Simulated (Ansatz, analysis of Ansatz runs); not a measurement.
# F centre in LiF: hyperfine coupling, PBE

Aim: the hyperfine coupling of the F centre in LiF, to be set beside the measurement. Set-up: PBE, 64-site cell, PBE lattice, 420 eV, k: the single point 1/4 1/4 1/4 then 2x2x2 shifted 0.5 0.5 0.5, relaxed to 0.1 eV/A. The model is a cell of 64 host atoms with 1 F taken out. The isotropic coupling follows from the spin density at the nucleus, the nuclear g-factor and the total spin.

Measured beforehand: 7Li, shell I: 39.06 MHz, by ENDOR (quoted in “F center in LiF: A quantum mechanical ab initio investigation of the hyperfine interaction between the unpaired electron at the vacancy and its first seven neighbors”, 2001, G. Mallia et al., quoting earlier work (1968)). 19F, shell II: 105.9 MHz, by ENDOR (quoted in “F center in LiF: A quantum mechanical ab initio investigation of the hyperfine interaction between the unpaired electron at the vacancy and its first seven neighbors”, 2001, G. Mallia et al., quoting earlier work (1968)). 7Li, shell III: 0.5 MHz, by ENDOR (quoted in “F center in LiF: A quantum mechanical ab initio investigation of the hyperfine interaction between the unpaired electron at the vacancy and its first seven neighbors”, 2001, G. Mallia et al., quoting earlier work (1968)). 19F, shell IV: 0.48 MHz, by ENDOR (quoted in “F center in LiF: A quantum mechanical ab initio investigation of the hyperfine interaction between the unpaired electron at the vacancy and its first seven neighbors”, 2001, G. Mallia et al., quoting earlier work (1968)). The calculation is set beside it at the end.

Main program and level: Ansatz 0.2.0; plane-wave PAW DFT, PBE; relaxation of all atoms of a defect supercell.

## (1) The starting structure

The cell holds 63 atoms: 32 Li and 31 F. Cell: a = 8.134 Å, b = 8.134 Å, c = 8.134 Å, α = 90.0°, β = 90.0°, γ = 90.0°. It derives from LiF (space group Fm-3m). Nearest the centre at fractional (0.250, 0.500, 0.500): Li12 at 2.03 Å, Li27 at 2.03 Å, Li28 at 2.03 Å, Li19 at 2.03 Å, Li25 at 2.03 Å, Li56 at 2.03 Å, F14 at 2.88 Å, F8 at 2.88 Å.

The host's primitive cell comes from a first run (plane-wave PAW DFT, PBE; relaxation of the host's cell and atoms): vectors of 2.876, 2.876 and 2.876 Å. That is 8.41 Å³ an atom, 2.9 % over the diffraction cell's volume. The supercell is built on it.

## (2) Relaxation, charge 0

Every later number rests on the structure around the defect, so the atoms are relaxed at the host's lattice first.

Contents of relax/input.yaml:

```yaml
relax:
  f_tol: 0.1
  max_steps: 80
  escape_saddle: false
crystal:
  lattice:
    - [8.13425752, 0.0, 0.0]
    - [0.0, 8.13425752, 0.0]
    - [0.0, 0.0, 8.13425752]
  atoms:
    - { symbol: Li, position: [0.0, 0.0, 0.0] }
    - { symbol: Li, position: [0.0, 0.25, 0.25] }
    - { symbol: Li, position: [0.25, 0.0, 0.25] }
    - { symbol: Li, position: [0.25, 0.25, 0.0] }
    - { symbol: F, position: [0.0, 0.0, 0.25] }
    - { symbol: F, position: [0.0, 0.25, 0.0] }
    - { symbol: F, position: [0.25, 0.0, 0.0] }
    - { symbol: F, position: [0.25, 0.25, 0.25] }
    - { symbol: Li, position: [0.0, 0.0, 0.5] }
    - { symbol: Li, position: [0.0, 0.25, 0.75] }
    - { symbol: Li, position: [0.25, 0.0, 0.75] }
    - { symbol: Li, position: [0.25, 0.25, 0.5] }
    - { symbol: F, position: [0.0, 0.0, 0.75] }
    - { symbol: F, position: [0.0, 0.25, 0.5] }
    - { symbol: F, position: [0.25, 0.0, 0.5] }
    - { symbol: F, position: [0.25, 0.25, 0.75] }
    - { symbol: Li, position: [0.0, 0.5, 0.0] }
    - { symbol: Li, position: [0.0, 0.75, 0.25] }
    - { symbol: Li, position: [0.25, 0.5, 0.25] }
    - { symbol: Li, position: [0.25, 0.75, 0.0] }
    - { symbol: F, position: [0.0, 0.5, 0.25] }
    - { symbol: F, position: [0.0, 0.75, 0.0] }
    - { symbol: F, position: [0.25, 0.5, 0.0] }
    - { symbol: F, position: [0.25, 0.75, 0.25] }
    - { symbol: Li, position: [0.0, 0.5, 0.5] }
    - { symbol: Li, position: [0.0, 0.75, 0.75] }
    - { symbol: Li, position: [0.25, 0.5, 0.75] }
    - { symbol: Li, position: [0.25, 0.75, 0.5] }
    - { symbol: F, position: [0.0, 0.5, 0.75] }
    - { symbol: F, position: [0.0, 0.75, 0.5] }
    - { symbol: F, position: [0.25, 0.75, 0.75] }
    - { symbol: Li, position: [0.5, 0.0, 0.0] }
    - { symbol: Li, position: [0.5, 0.25, 0.25] }
    - { symbol: Li, position: [0.75, 0.0, 0.25] }
    - { symbol: Li, position: [0.75, 0.25, 0.0] }
    - { symbol: F, position: [0.5, 0.0, 0.25] }
    - { symbol: F, position: [0.5, 0.25, 0.0] }
    - { symbol: F, position: [0.75, 0.0, 0.0] }
    - { symbol: F, position: [0.75, 0.25, 0.25] }
    - { symbol: Li, position: [0.5, 0.0, 0.5] }
    - { symbol: Li, position: [0.5, 0.25, 0.75] }
    - { symbol: Li, position: [0.75, 0.0, 0.75] }
    - { symbol: Li, position: [0.75, 0.25, 0.5] }
    - { symbol: F, position: [0.5, 0.0, 0.75] }
    - { symbol: F, position: [0.5, 0.25, 0.5] }
    - { symbol: F, position: [0.75, 0.0, 0.5] }
    - { symbol: F, position: [0.75, 0.25, 0.75] }
    - { symbol: Li, position: [0.5, 0.5, 0.0] }
    - { symbol: Li, position: [0.5, 0.75, 0.25] }
    - { symbol: Li, position: [0.75, 0.5, 0.25] }
    - { symbol: Li, position: [0.75, 0.75, 0.0] }
    - { symbol: F, position: [0.5, 0.5, 0.25] }
    - { symbol: F, position: [0.5, 0.75, 0.0] }
    - { symbol: F, position: [0.75, 0.5, 0.0] }
    - { symbol: F, position: [0.75, 0.75, 0.25] }
    - { symbol: Li, position: [0.5, 0.5, 0.5] }
    - { symbol: Li, position: [0.5, 0.75, 0.75] }
    - { symbol: Li, position: [0.75, 0.5, 0.75] }
    - { symbol: Li, position: [0.75, 0.75, 0.5] }
    - { symbol: F, position: [0.5, 0.5, 0.75] }
    - { symbol: F, position: [0.5, 0.75, 0.5] }
    - { symbol: F, position: [0.75, 0.5, 0.5] }
    - { symbol: F, position: [0.75, 0.75, 0.75] }
basis:
  ecutwfc: 420
  xc_grid: 2
hamiltonian:
  xc: pbe
kpoints:
  mp_grid: { grid: [1, 1, 1], shift: [0.25, 0.25, 0.25] }
magnetization:
  spin_polarized: true
  initial_magnetization: 1
  spin_locking: { lock_magnetization: hard }
scf:
  occupations: { method: fermi_dirac, width: 0.01 }
  max_iter: 120
output:
  forces: true
checkpoint:
  write: "../relax.run"
  compress: false
  write_wavefunctions: true
  write_every: 100000
```

The run is started by

```console
$ ansatz run input.yaml --threads 2 --pin off --max-ram 3768MiB --backend cpu --events-out ev --progress --plain --runs-dir out
```

Numbers of over 12 decimals in the logs are rounded to 6 here.

What it wrote:

```text
[... repeated set-up lines and file paths are left out, and long positions are rounded to six places ...]
Engine: ansatz 0.2.0, aarch64-unknown-linux-gnu
Pseudopotentials: kind: paw
Pseudopotential: Li, paw, valence charge 3, recommended cutoff 420 eV (normal), Li.paw.azcp
Pseudopotential: F, paw, valence charge 7, recommended cutoff 420 eV (normal), F.paw.azcp
Functional definition: PBE
  parameter kappa = 0.804
  parameter beta = 0.066725
  exchange = pbe_x(kappa = kappa, mu = beta*pi^2/3)
  correlation = pbe_c(beta = beta)
Crystal: 63 atoms, lattice volume = 538.212 Å³
Basis set: ecut = 420 eV, 10443 PW (Γ), exchange–correlation on 120×120×120 points (8 copies of the dense FFT grid, shifted against one another)
Bands: 220, of which v1, the nominal top of the filled ones, is band 157 counted from 1 (156 counted from 0)
Symmetry: 12 space group operations
k-points: 1
Non-local potential: Li, projectors of the file, l = 0: 3, l = 1: 2, l = 2: 1
Non-local potential: F, projectors of the file, l = 0: 2, l = 1: 2, l = 2: 1
PAW form: soft (Blöchl's): semilocal exchange-correlation on the pseudo side does not see the compensation charge
PAW one-centre angular grid: Li, 110 points (default); XC on 64 Gauss nodes
PAW one-centre angular grid: F, 110 points (default); XC on 64 Gauss nodes
Initial density: superposition of atomic densities (chi_scale 0.1, normalization cell, long waves kept (reshape's long-wave potential 0.36 eV rms))
Starting moments: Σ|m| = 1 μB on 63 of 63 sites
Initial wavefunctions: pseudopotential atomic-orbital guess
Functional: x = pbe(κ = 0.804, μ = 0.219515), c = pbe(β = 0.066725)
SCF iter   1: F=—  HF=-31704.837804 eV  |F-HF|=—  |Δ(HF+E_count)|=         —  Δρ=3.06e-2 (↑2.86e-2 ↓3.06e-2)  dr2=1.12e1  dr2_m=9.55e-2  M=1.000 μB ∫|m|=1.028 μB  β_m=0.30  ethr=3.10e-3  ⟨swp⟩=6.0  Hψ=1876  notcnv=0  defer=50
preconditioner: auto → Resta (q_TF=auto, 2.493 Å⁻¹)  ε∞=2.8  [insulator: Δε(μ)=3.887 eV  Ē_g=18.908 eV  σ=0.010 eV  W_gap=1.00  n_scr=146 (ndim 8)  ℏωp=25.3 eV  f_vac=0.000  D(μ)=0.00/eV (n_scr^D=0)  ε∞_Penn≈2.8]
spin=Collinear: Resta preconditioning applied to the charge; magnetization (m = ρ↑ − ρ↓) channel mixes plain (no charge-response kernel on spin).
SCF iter   2: F=—  HF=-31704.598398 eV  |F-HF|=—  |Δ(HF+E_count)|=   2.39e-1  Δρ=2.13e-2 (↑1.96e-2 ↓2.13e-2)  dr2=5.34e0  dr2_m=5.20e-2  M=1.000 μB ∫|m|=1.026 μB  β_m=0.59  ethr=3.10e-3  ⟨swp⟩=2.0  Hψ=515  notcnv=0  defer=119
SCF iter   3: F=—  HF=-31704.896313 eV  |F-HF|=—  |Δ(HF+E_count)|=   2.98e-1  Δρ=6.07e-3 (↑6.06e-3 ↓6.07e-3)  dr2=5.29e-1  dr2_m=1.26e-3  M=1.000 μB ∫|m|=1.024 μB  β_m=0.60  ethr=1.71e-3  ⟨swp⟩=3.5  Hψ=561  notcnv=0  defer=119
SCF iter   4: F=—  HF=-31704.876883 eV  |F-HF|=—  |Δ(HF+E_count)|=   1.94e-2  Δρ=1.28e-3 (↑1.16e-3 ↓1.28e-3)  dr2=1.57e-2  dr2_m=2.38e-4  M=1.000 μB ∫|m|=1.015 μB  β_m=0.80  ethr=1.69e-4  ⟨swp⟩=3.5  Hψ=657  notcnv=0  defer=110
SCF iter   5: F=—  HF=-31704.921373 eV  |F-HF|=—  |Δ(HF+E_count)|=   4.45e-2  Δρ=2.11e-4 (↑2.08e-4 ↓2.11e-4)  dr2=6.70e-4  dr2_m=3.80e-6  M=1.000 μB ∫|m|=1.013 μB  β_m=0.83  ethr=5.03e-6  ⟨swp⟩=3.5  Hψ=676  notcnv=0  defer=110
SCF iter   6: F=—  HF=-31704.921161 eV  |F-HF|=—  |Δ(HF+E_count)|=   2.13e-4  Δρ=1.42e-4 (↑1.42e-4 ↓1.41e-4)  dr2=2.38e-4  dr2_m=2.14e-7  M=1.000 μB ∫|m|=1.013 μB  β_m=0.70  ethr=2.14e-7  ⟨swp⟩=2.5  Hψ=699  notcnv=0  defer=110
SCF iter   7: F=-31704.921108 eV  HF=-31704.921106 eV  |F-HF|=1.13e-6  |Δ(HF+E_count)|=   5.41e-5  Δρ=2.24e-5 (↑2.24e-5 ↓2.08e-5)  dr2=6.51e-6  dr2_m=1.23e-7  M=1.000 μB ∫|m|=1.013 μB  ethr=3.19e-8  ⟨swp⟩=2.0  Hψ=1030  notcnv=0
SCF 1 converged in 7 iterations: F = -31704.921108 eV  dr2 = 6.51e-6
  greatest PAW one-centre occupation: 1.000 electrons in one spin orbital (limit 2), on the Li atom at site 55 (counted from 0), in its partial waves of l = 0
relax step   1: F+E_penalty+E_count = -31704.92110759 eV  Δ(F+E_penalty+E_count) = +0.000e0 eV  max|allowed force component| = 1.973e-1 eV/Å  Δτ_max = 0.0000 Å  (7 SCF iters, dr2 threshold 1.00e-4 eV, accepted)
[... the SCF cycles and remarks between the steps are left out from here to the last step ...]
relax step   2: F+E_penalty+E_count = -31704.93779174 eV  Δ(F+E_penalty+E_count) = -1.668e-2 eV  max|allowed force component| = 1.004e-1 eV/Å  Δτ_max = 0.0184 Å  (7 SCF iters, accepted)
SCF iter   1: F=—  HF=-31704.947581 eV  |F-HF|=—  |Δ(HF+E_count)|=         —  Δρ=9.98e-4 (↑8.79e-4 ↓9.98e-4)  dr2=1.05e-2  dr2_m=1.00e-4  M=1.000 μB ∫|m|=1.012 μB  β_m=0.30  ethr=3.46e-5  ⟨swp⟩=5.5  Hψ=1122  notcnv=0  defer=110
SCF iter   2: F=—  HF=-31704.947636 eV  |F-HF|=—  |Δ(HF+E_count)|=   5.52e-5  Δρ=7.24e-4 (↑6.35e-4 ↓7.24e-4)  dr2=6.05e-3  dr2_m=4.93e-5  M=1.000 μB ∫|m|=1.012 μB  β_m=0.65  ethr=3.36e-6  ⟨swp⟩=2.0  Hψ=594  notcnv=0  defer=110
SCF iter   3: F=—  HF=-31704.948102 eV  |F-HF|=—  |Δ(HF+E_count)|=   4.66e-4  Δρ=9.31e-5 (↑8.84e-5 ↓9.31e-5)  dr2=1.60e-4  dr2_m=5.05e-7  M=1.000 μB ∫|m|=1.012 μB  β_m=0.63  ethr=1.93e-6  ⟨swp⟩=2.5  Hψ=615  notcnv=0  defer=110
SCF iter   4: F=—  HF=-31704.947988 eV  |F-HF|=—  |Δ(HF+E_count)|=   1.14e-4  Δρ=4.55e-5 (↑4.06e-5 ↓4.55e-5)  dr2=2.78e-5  dr2_m=3.82e-7  M=1.000 μB ∫|m|=1.012 μB  β_m=0.76  ethr=5.11e-8  ⟨swp⟩=2.0  Hψ=584  notcnv=0  defer=110
SCF iter   5: F=—  HF=-31704.948762 eV  |F-HF|=—  |Δ(HF+E_count)|=   7.74e-4  Δρ=1.09e-5 (↑9.98e-6 ↓1.09e-5)  dr2=1.87e-6  dr2_m=3.17e-8  M=1.000 μB ∫|m|=1.012 μB  β_m=0.87  ethr=8.88e-9  ⟨swp⟩=2.0  Hψ=597  notcnv=0  defer=110
SCF iter   6: F=—  HF=-31704.948761 eV  |F-HF|=—  |Δ(HF+E_count)|=   1.56e-6  Δρ=5.54e-6 (↑5.54e-6 ↓5.27e-6)  dr2=3.47e-7  dr2_m=6.48e-10  M=1.000 μB ∫|m|=1.012 μB  β_m=0.72  ethr=5.98e-10  ⟨swp⟩=2.0  Hψ=592  notcnv=0  defer=110
SCF iter   7: F=-31704.948761 eV  HF=-31704.948761 eV  |F-HF|=2.32e-8  |Δ(HF+E_count)|=   7.38e-8  Δρ=8.85e-7 (↑8.85e-7 ↓8.63e-7)  dr2=1.32e-8  dr2_m=1.75e-10  M=1.000 μB ∫|m|=1.012 μB  ethr=3.19e-11  ⟨swp⟩=3.0  Hψ=970  notcnv=0
SCF 3 converged in 7 iterations: F = -31704.948761 eV  dr2 = 1.32e-8
relax step   3: F+E_penalty+E_count = -31704.94876052 eV  Δ(F+E_penalty+E_count) = -1.097e-2 eV  max|allowed force component| = 1.958e-2 eV/Å  Δτ_max = 0.0262 Å  (7 SCF iters, accepted)
NSCF: frozen V_eff on 1 k-points
the band table was solved once a step of the walk had ended and its energy, with any forces and stress, was formed, with the checks that follow a solve (1951 applications of the Hamiltonian). They found nothing against the state; [...]
SCF converged after 7 iterations
Stability checked in part: among states of this total moment the steps that led to this state did not find it unstable. No probe was made; neither looks for a lower state of another moment (fixed_total_moment; see scf.lower_state_search)
Magnetization: 1.0000 μB (157.0000 up, 156.0000 down)
Absolute magnetization: 1.0128 μB (∫|ρ↑−ρ↓|, with the PAW one-centre terms)
Spin contamination: 0.0006 ħ² per cell (⟨S²⟩ above its minimum at these occupations)
Per-site moments (μB) at R_I (Å): [(2.1247006052275924e-5, 0.838763), (0.00013155, 0.838163), (0.000310458, 0.835987), [... 60 left out ...]
Free energy (F): -31704.948761 eV
Harris-Foulkes:  -31704.948761 eV  (|F-HF|=2.32e-8)
Internal energy: -31704.948761 eV  (E = F + TS)
E sigma→0 (E₀):  -31704.948761 eV
Fermi energy:    7.304331 (↑ 8.224178, ↓ 4.351356) eV
--- Per-component energies (eV) ---
  E_band       = -3835.680162
  E_kinetic    = 7160.138252
  E_local      = -20823.359968  (includes V_loc(G=0)·N_el)
  E_nonlocal   = 1216.912213
  E_hartree    = 7367.121050
  E_xc         = -2854.727996
  E_vxc        = -3661.676441  (∫ρ·V_xc dr)
  E_paw        = -6895.299922  (= ΣΔE_a)
  E_vpaw       = -2462.011153  (= ΣTr[D̂ρ^β])
  E_aug_tail   = 0.069360  (compensation charges beyond the density's cutoff)
  E_ewald      = -16875.801749
  E_smearing   = -0.000000  (= −TS)
  E_closure    = -0.000000  (closes the sum)
  Σ components = -31704.948761   (vs F -31704.948761, Δ=0.00e0)
--- Forces (eV/Å), atoms counted from 1 ---
  atom   1  Li    -0.00886119    -0.00001473    -0.00001473
  atom   2  Li     0.00576757     0.00576757     0.00576757
  [... 5 atoms left out ...]
  atom   8  F     -0.00001570    -0.00432356    -0.00432356
  [... 3 atoms left out ...]
  atom  12  Li    -0.00015651     0.00100965    -0.00015651
  [... 1 atom left out ...]
  atom  14  F     -0.00432356    -0.00432356    -0.00001570
  [... 4 atoms left out ...]
  atom  19  Li    -0.00015651    -0.00015651     0.00100965
  [... 4 atoms left out ...]
  atom  24  F     -0.00000000     0.00448486    -0.00448486
  atom  25  Li     0.00100965    -0.00015651    -0.00015651
  [... 1 atom left out ...]
  atom  27  Li     0.00015651     0.00015651    -0.00100965
  atom  28  Li     0.00015651    -0.00100965     0.00015651
  [... 2 atoms left out ...]
  atom  31  F      0.00001570     0.00432356     0.00432356
  [... 24 atoms left out ...]
  atom  56  Li    -0.00100965     0.00015651     0.00015651
  [... 7 atoms left out ...]
  max |Σ_I F_I| component: 1.65e-17 eV/Å
--- Band table (eV) ---
  k-point 0 ↑: bands = ["-40.3287", "-40.3151", "-40.3151", "-40.3080", [... 212 left out ...] "17.6169", "18.1895", "18.1895", "18.3361"]
  k-point 0 ↓: bands = ["-40.3275", "-40.3141", "-40.3141", "-40.3069", [... 212 left out ...] "17.7952", "18.2198", "18.2198", "18.3588"]
--- Relaxed structure (3 steps of the walk, 3 accepted, 0 SCFs on fresh bases) ---
  F+E_penalty+E_count = -31704.94876052 eV   max|allowed force component| = 1.958e-2 eV/Å
  atoms:
    - { symbol: Li, position: [2.4418708072262863e-5, 2.375350736515113e-6, 2.3753507365150924e-6] }
    - { symbol: Li, position: [0.000188, 0.250188, 0.250188] }
    [... 5 atoms left out ...]
    - { symbol: F, position: [0.249980, 0.249160, 0.249160] }
    [... 3 atoms left out ...]
    - { symbol: Li, position: [0.249985, 0.244512, 0.499985] }
    [... 1 atom left out ...]
    - { symbol: F, position: [-0.000840, 0.249160, 0.499980] }
    [... 4 atoms left out ...]
    - { symbol: Li, position: [0.249985, 0.499985, 0.244512] }
    [... 4 atoms left out ...]
    - { symbol: F, position: [0.25, 0.750846, 0.249154] }
    - { symbol: Li, position: [-0.005488, 0.499985, 0.499985] }
    [... 1 atom left out ...]
    - { symbol: Li, position: [0.250015, 0.500015, 0.755488] }
    - { symbol: Li, position: [0.250015, 0.755488, 0.500015] }
    [... 2 atoms left out ...]
    - { symbol: F, position: [0.250020, 0.750840, 0.750840] }
    [... 24 atoms left out ...]
    - { symbol: Li, position: [0.505488, 0.500015, 0.500015] }
    [... 7 atoms left out ...]
```

Wall time 41 s (2 threads of Arm Neoverse V2, shared host); peak memory 1.5 GiB; 78 s of CPU time.

[end of part 1 of 2]

[Logs are printed without paths, hosts, clocks, repeated set-up lines and the standing remarks that a program may print on its own settings, such as how far it seeks lower states.]

[Hosts, paths, dates, database ids (printed as entryN), source tags and the programs' standing remarks are cut or masked in the printed files.]

[For some hosts the program warned that the k-mesh of the response run may be too coarse for force constants and the static dielectric constant; such warnings are not shown here.]
